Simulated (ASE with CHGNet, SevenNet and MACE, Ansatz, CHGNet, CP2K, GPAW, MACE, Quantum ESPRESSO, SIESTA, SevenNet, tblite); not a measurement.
## Machine-learned potentials on NaH9C4O7 (P-1) (84 atoms): settings against a plane-wave reference

Wanted: machine-learned potentials inputs and outputs for NaH9C4O7 (P-1) (84 atoms), checked against a plane-wave reference.

Calculated with ASE with CHGNet, SevenNet and MACE; the method is named at each step.

### Step 1. The structure

The cell holds 84 atoms: 4 Na, 36 H, 16 C and 28 O. Its edges and angles: a = 11.912 Å, b = 6.392 Å, c = 11.230 Å, α = 104.2°, β = 91.5°, γ = 100.2°. It derives from NaH9C4O7 (P-1), repeated 2×1×1. NaH9C4O7, space group P-1, structure from the Crystallography Open Database, 2 x 1 x 1 conventional cells; positions as listed; bonds to H set to neutron lengths (C-H 1.089, N-H 1.015, O-H 0.983, B-H 1.19 Å) where the listed ones are shorter. Then every atom was moved at random, 0.02 Å r.m.s. a Cartesian component (hydrogen 0.6 of that).

The yardstick, on the same geometry:

* method: Kohn-Sham DFT, PBE, PAW, plane waves (Ansatz 0.2.0); cutoff 420 eV, Γ point, fermi-dirac smearing of 0.05 eV; PAW set soft_2
* r.m.s. force component: 1.115 eV/Å
* longest force: 7.14 eV/Å
* pressure: 3.272 GPa
* gap (highest filled to lowest empty level): 2.91 eV
* SCF cycles: 10
* time: 4 s on 8 threads of Arm Neoverse V2, shared host
* CPU time: 24 s

### Step 2. CHGNet 0.3.0 potential

Method: machine-learned interatomic potential CHGNet 0.3.0, trained on PBE(+U) plane-wave data.

File run.py:

```python
import numpy as np
from ase.io import read
import mlip  # loads the published weights by name

atoms = read("structure.xyz")
atoms.calc = mlip.calc("chgnet-0.3.0")
energy = atoms.get_potential_energy()
forces = atoms.get_forces()
print(f"energy {energy:.6f} eV")
print("forces (eV/A)")
for i, (a, f) in enumerate(zip(atoms, forces)):
    print(f"{i:4d} {a.symbol:2s} {f[0]:10.5f} {f[1]:10.5f} {f[2]:10.5f}")
stress = -atoms.get_stress(voigt=False) * 160.21766
print("stress (GPa, compression positive)")
for row in stress:
    print(" ".join(f"{x:10.4f}" for x in row))
```

File structure.xyz:

```xyz
84
Lattice="11.91200 0.00000 0.00000 -1.13193 6.29098 0.00000 -0.30376 -2.84790 10.85864" Properties=species:S:1:pos:R:3 pbc="T T T"
Na 1.35466 -0.94010 4.63197
Na 3.16350 4.43933 6.23014
H 2.37289 1.91277 10.79664
H 2.15223 1.55154 0.02639
H -0.49693 4.62421 1.46092
H 5.02569 -1.16296 9.38121
H 10.72297 1.89799 10.02209
H 5.71065 1.53727 0.79659
H 1.12377 -1.05832 7.40679
H 3.39475 4.46245 3.45478
H 0.21076 0.21137 7.19722
H 4.29652 3.25437 3.66642
H -0.05598 1.26725 3.30081
H 4.57276 2.16398 7.54447
H 1.45950 1.35976 2.96799
H 3.05199 2.10829 7.90075
H 0.80215 2.88411 6.45742
H 3.69736 0.54641 4.38939
H 1.05408 2.57184 4.89127
H 3.45852 0.88145 5.97258
C 1.66910 4.66980 1.57277
C 2.88537 -1.27474 9.30129
C 0.35577 4.70502 0.82493
C 4.16217 -1.27407 10.00873
C -0.19134 1.91605 10.40920
C 4.67337 1.55276 0.48516
C 0.77798 1.92410 9.22452
C 3.68695 1.49355 1.64259
O 1.58102 4.71630 2.80924
O 2.91821 -1.24359 8.04028
O 2.79190 4.67342 0.97804
O 1.72650 -1.21276 9.88603
O 0.28704 1.92620 8.06634
O 4.24956 1.56422 2.80609
O 2.05831 1.94490 9.43735
O 2.49697 1.50177 1.48144
O 0.38382 -0.68671 6.85126
O 4.13393 4.14783 4.01248
O 0.84579 1.08938 3.67391
O 3.66373 2.31769 7.15943
O 1.12453 3.24101 5.57081
O 3.45010 0.17327 5.23788
Na 7.26076 -0.98329 4.62752
Na 9.09124 4.41996 6.22938
H 8.31074 1.91928 10.81499
H 8.13138 1.52910 0.02248
H 5.45053 4.62040 1.44116
H 10.98340 -1.16807 9.41987
H 4.73608 1.89173 10.03132
H -0.24692 1.54446 0.80658
H 7.05997 -1.05100 7.43404
H 9.36265 4.50518 3.46358
H 6.18564 0.17473 7.19059
H 10.25572 3.25041 3.64601
H 5.89361 1.29018 3.30428
H 10.52216 2.17274 7.54154
[... 24 atom lines left out ...]
O 6.77817 1.14349 3.71441
O 9.62353 2.28419 7.12403
O 7.02606 3.28594 5.59209
O 9.38812 0.16159 5.28316
```

On the command line:

```console
$ OMP_NUM_THREADS=1 python run.py > output.txt
```

The program printed:

```text
CHGNet v0.3.0 initialized with 412,525 parameters
CHGNet will run on cpu
energy -508.116730 eV
forces (eV/A)
   0 Na    0.02492   -0.11901    0.13271
   1 Na   -0.02075   -0.03307   -0.13122
   2 H    -0.11893   -0.07338   -0.56778
   3 H    -0.06670    0.00877    0.79340
   4 H    -0.55611   -0.01096    0.88016
   5 H     0.30998   -0.05549   -0.46370
   6 H    -0.64807    0.04497   -0.22669
   7 H     0.02772    0.00222    0.31928
   8 H    -0.16753    0.39734   -0.26270
   9 H    -0.40386    0.17250   -0.05519
  10 H     0.16804    0.18184    0.17202
  11 H     0.07191   -0.69319   -0.21240
  12 H    -0.17222   -0.06472   -0.05326
  13 H    -0.19123    0.09722   -0.11169
  14 H     0.40811    0.04135   -0.45327
  15 H    -0.19950    0.00451    0.22213
  16 H     0.35645    0.05958   -1.13825
  17 H     0.33334    0.81484   -0.81007
  18 H    -0.20233   -1.28311   -0.70430
  19 H     0.12104   -0.45791   -1.15719
  20 C    -2.04064    0.29092    0.74027
  21 C     0.20021    0.22645   -2.08270
  22 C     1.12046   -0.19350    1.30686
  23 C     0.09390    0.08963    1.58629
[...]
76 O     1.28006    0.00568   -0.37495
  77 O    -4.85230   -0.04928   -0.86154
  78 O     0.49433   -0.92925    0.36512
  79 O     0.23847   -0.34136   -0.14355
  80 O     1.11825    0.34640   -0.68547
  81 O    -0.79419   -0.50957    1.55058
  82 O     0.41299    0.16874   -1.55985
  83 O     0.16073   -0.56986   -1.76702
stress (GPa, compression positive)
    3.2019    -0.2350     1.0240
   -0.2350     0.9903    -0.0187
    1.0240    -0.0187     4.6529
```

Wall time 3.9 s (1 thread of Arm Neoverse V2, shared host); peak memory 1.4 GiB.

Banners, paths, timers and routine set-up lines are dropped from the logs unmarked, and long logs keep their key lines alone; longer cuts are marked.

Numbers from this run, and their distance from the reference:

| Item | Value |
| --- | --- |
| r.m.s. force component | 1.057 eV/Å |
| r.m.s. difference of force components | 211 meV/Å |
| longest difference of force vectors | 969.6 meV/Å |
| force difference over r.m.s. force | 18.92 % |
| slope of forces against the reference's | 0.9311 |
| correlation of force components | 0.9826 |
| pressure | 2.948 GPa |
| pressure difference | -0.3238 GPa |

Length of the force difference by element (eV/Å):

| element | atoms | mean | most |
| --- | --- | --- | --- |
| C | 16 | 0.56 | 0.97 |
| H | 36 | 0.18 | 0.38 |
| Na | 4 | 0.047 | 0.073 |
| O | 28 | 0.32 | 0.89 |

The surroundings of H8, picked at random, nearest first, numbered as they follow in the input and with coordinates relative to it.

| atom | x | y | z | distance (Å) | bonds | Fx | Fy | Fz (eV/Å) |
| --- | --- | --- | --- | --- | --- | --- | --- | --- |
| H8 | 0.00 | 0.00 | 0.00 | 0.00 | 1 | 0.03 | 0.00 | 0.32 |
| C26 | -1.04 | 0.02 | -0.31 | 1.08 | 3 | -0.51 | -0.15 | -0.50 |
| C24 | -1.24 | 0.04 | -1.65 | 2.06 | 3 | 0.09 | 0.09 | 1.59 |
| C28 | -2.02 | -0.04 | 0.85 | 2.19 | 3 | 5.10 | 0.37 | 0.80 |
| H6 | -0.38 | 0.15 | -2.27 | 2.31 | 1 | 0.31 | -0.06 | -0.46 |
| O34 | -1.46 | 0.03 | 2.01 | 2.48 | 1 | 0.24 | -0.12 | 0.11 |
| H55 | 0.18 | -0.25 | 2.51 | 2.53 | 1 | -0.57 | 0.04 | -0.12 |
| H46 | 2.42 | -0.01 | -0.77 | 2.54 | 1 | 0.10 | -0.01 | 1.28 |
| H57 | 1.71 | -0.21 | 2.16 | 2.76 | 1 | -0.52 | -0.20 | 0.71 |
| O78 | 2.75 | -0.02 | 0.66 | 2.83 | 1 | -4.85 | -0.05 | -0.86 |
| O74 | 2.27 | 0.06 | -1.76 | 2.87 | 2 | -0.76 | 0.01 | -1.13 |

Atoms are counted from 1 here, from 0 in the log.

Forces lie 19 % from the reference's, at 0.16 times its CPU time (on 1 against 8 cores).

### Step 3. SevenNet 0 potential

Method: machine-learned interatomic potential SevenNet 0, trained on PBE(+U) plane-wave data.

Edit run.py of step 2 so:

```diff
@@ -5,3 +5,3 @@
 atoms = read("structure.xyz")
-atoms.calc = mlip.calc("chgnet-0.3.0")
+atoms.calc = mlip.calc("7net-0")
 energy = atoms.get_potential_energy()
```

structure.xyz is that of step 2.

The program printed:

```text
energy -489.942383 eV
forces (eV/A)
   0 Na    0.03204   -0.13864    0.08891
   1 Na   -0.03770   -0.04233   -0.10871
   2 H    -0.18938   -0.10102   -0.55222
   3 H     0.01761    0.01613    0.87190
   4 H    -0.52350    0.04178    0.95026
   5 H     0.37371   -0.12423   -0.69414
   6 H    -0.86245    0.00703   -0.13738
   7 H     0.30107    0.09907    0.43541
   8 H    -0.09344    0.41430   -0.27736
   9 H    -0.47855    0.18795   -0.01953
  10 H     0.21582    0.17197    0.11804
  11 H     0.03195   -0.68777   -0.14955
  12 H    -0.11094   -0.10700   -0.07296
  13 H    -0.24378    0.11951   -0.08147
  14 H     0.46247    0.01315   -0.46112
  15 H    -0.25243    0.02051    0.25358
  16 H     0.43390    0.00313   -1.21723
  17 H     0.30905    0.90222   -0.77441
  18 H    -0.16172   -1.35391   -0.70475
  19 H     0.08290   -0.41633   -1.20500
  20 C    -2.58235    0.36575    0.46532
  21 C     0.74907    0.47174   -1.91745
  22 C     1.11546   -0.26690    1.20555
  23 C    -0.48633    0.08827    1.32416
[...]
76 O     1.58784    0.02829   -0.59267
  77 O    -5.09019   -0.12440   -0.71433
  78 O     0.42134   -0.92337    0.36762
  79 O     0.30240   -0.34697   -0.11879
  80 O     0.97763    0.37952   -0.66632
  81 O    -0.67450   -0.52776    1.53382
  82 O     0.33955    0.25307   -1.56924
  83 O     0.24290   -0.65079   -1.77718
stress (GPa, compression positive)
    4.2473    -0.1852     0.7834
   -0.1852     1.1690    -0.1590
    0.7834    -0.1590     5.0075
```

Run time: 7.3 s. Hardware: 1 thread; peak memory 1.1 GiB.

Against the reference:

| Item | Value |
| --- | --- |
| r.m.s. force component | 1.095 eV/Å |
| r.m.s. difference of force components | 242 meV/Å |
| longest difference of force vectors | 1391 meV/Å |
| force difference over r.m.s. force | 21.69 % |
| slope of forces against the reference's | 0.9584 |
| correlation of force components | 0.9762 |
| pressure | 3.475 GPa |
| pressure difference | 0.2024 GPa |

Against the first run (19 %), the force difference from the reference is 22 %, at 1.8 times the CPU time.

### Step 4. MACE MP-0b2 small potential

Method: machine-learned interatomic potential MACE MP-0b2 small, trained on PBE(+U) plane-wave data.

Edit run.py of step 3 so:

```diff
@@ -5,3 +5,3 @@
 atoms = read("structure.xyz")
-atoms.calc = mlip.calc("7net-0")
+atoms.calc = mlip.calc("mace-mp-0b2-small")
 energy = atoms.get_potential_energy()
```

structure.xyz is that of step 3.

The program printed:

```text
energy -488.456175 eV
forces (eV/A)
   0 Na    0.06436   -0.12166    0.09311
   1 Na   -0.07173   -0.05045   -0.09217
   2 H    -0.20440   -0.13738   -0.62581
   3 H     0.00136    0.04404    0.90648
   4 H    -0.51434    0.06387    0.76646
   5 H     0.35386   -0.13207   -0.46679
   6 H    -0.74604    0.07497    0.16362
   7 H     0.16926    0.05771    0.11174
   8 H    -0.08068    0.41631   -0.21216
   9 H    -0.48160    0.19284   -0.08139
  10 H     0.21874    0.12149    0.12417
  11 H     0.03436   -0.66982   -0.16398
  12 H    -0.13471   -0.08924   -0.07508
  13 H    -0.27252    0.10577   -0.10128
  14 H     0.50507    0.03890   -0.51343
  15 H    -0.28089    0.00330    0.27923
  16 H     0.40427   -0.01609   -1.21062
  17 H     0.32335    0.92413   -0.75807
  18 H    -0.16840   -1.34033   -0.67208
  19 H     0.09240   -0.43766   -1.24228
  20 C    -2.84910    0.52695    0.32096
  21 C     1.08935    0.27359   -1.84161
  22 C     1.46228   -0.36670    2.12286
  23 C    -0.75037    0.21945    0.91101
[...]
76 O     1.52711    0.01074   -0.43642
  77 O    -5.07982   -0.10254   -0.90730
  78 O     0.40038   -0.86701    0.34146
  79 O     0.33231   -0.39740   -0.09285
  80 O     0.96457    0.38140   -0.65054
  81 O    -0.67000   -0.54596    1.53590
  82 O     0.34751    0.21730   -1.58754
  83 O     0.22434   -0.64731   -1.75628
stress (GPa, compression positive)
    3.4923    -0.2207     0.9850
   -0.2207     0.8190    -0.1128
    0.9850    -0.1128     4.6914
```

Elapsed: 5.7 s, on 1 thread; peak memory 0.67 GiB.

Compared with the plane-wave run:

```
r.m.s. force component                  : 1.205 eV/Å
r.m.s. difference of force components   : 254.8 meV/Å
longest difference of force vectors     : 1252 meV/Å
force difference over r.m.s. force      : 22.84 %
slope of forces against the reference's : 1.057
correlation of force components         : 0.9788
pressure                                : 3.001 GPa
pressure difference                     : -0.2713 GPa
```

Against the first run (19 %), the force difference from the reference is 23 %, at 1.4 times the CPU time.

### Step 5. The ladder

Differences are against the plane-wave reference, forces as r.m.s. over components; share is that over the reference's r.m.s. force, slope the least-squares factor from reference forces to these. Total energies of different programs have different zeros and aren't compared.

| run | Δ force, r.m.s. (meV/Å) | share (%) | slope | Δ pressure (GPa) | cores | CPU time | memory (GiB) |
| --- | --- | --- | --- | --- | --- | --- | --- |
| reference | - | - | - | - | 8 | 24 s | 0.93 |
| CHGNet 0.3.0 potential | 211 | 18.9 | 0.931 | -0.324 | 1 | 3.9 s | 1.4 |
| SevenNet 0 potential | 242 | 21.7 | 0.958 | 0.202 | 1 | 7.3 s | 1.1 |
| MACE MP-0b2 small potential | 255 | 22.8 | 1.057 | -0.271 | 1 | 5.7 s | 0.67 |

Times of the machine-learned potentials are mostly Python's start and the loading of weights.

CPU time is summed over cores on a shared host, where runs went side by side, so it is rough. Symmetry, cutoffs, thresholds, outputs and thread counts weren't matched or tuned between programs; memory under MPI is the largest rank's times the ranks.

### Step 6. What came out

```json
{"nearest in forces": "CHGNet 0.3.0 potential, 19 %", "its CPU time": "3.9 s"}
```

What this shows: Machine-learned potentials differ by 19 % (CHGNet 0.3.0 potential) to 23 % (MACE MP-0b2 small potential); they were trained on other programs' data. Machine-learned potentials mimic data converged in k, so the reference's own k-point error enters their differences. The reference's PBE has no dispersion term, which matters for the binding between molecules or layers. The published positions, changed by the recipe (random displacements or longer bonds to H), lie far from the minimum at this level of theory. The reference's pressure of 3.3 GPa belongs to a cell and atoms that aren't relaxed at this level. The electronic-structure runs sample only Γ, in a cell whose shortest periodic width is 6 Å.

[Also dropped from logs without a mark: logging warnings of Python, and SIESTA's first energy breakdown and zero terms.]

[Logs are printed without paths, hosts, clocks, repeated set-up lines and the standing remarks that a program may print on its own settings, such as how far it seeks lower states.]

[Hosts, paths, dates, database ids (printed as entryN), source tags and the programs' standing remarks are cut or masked in the printed files.]
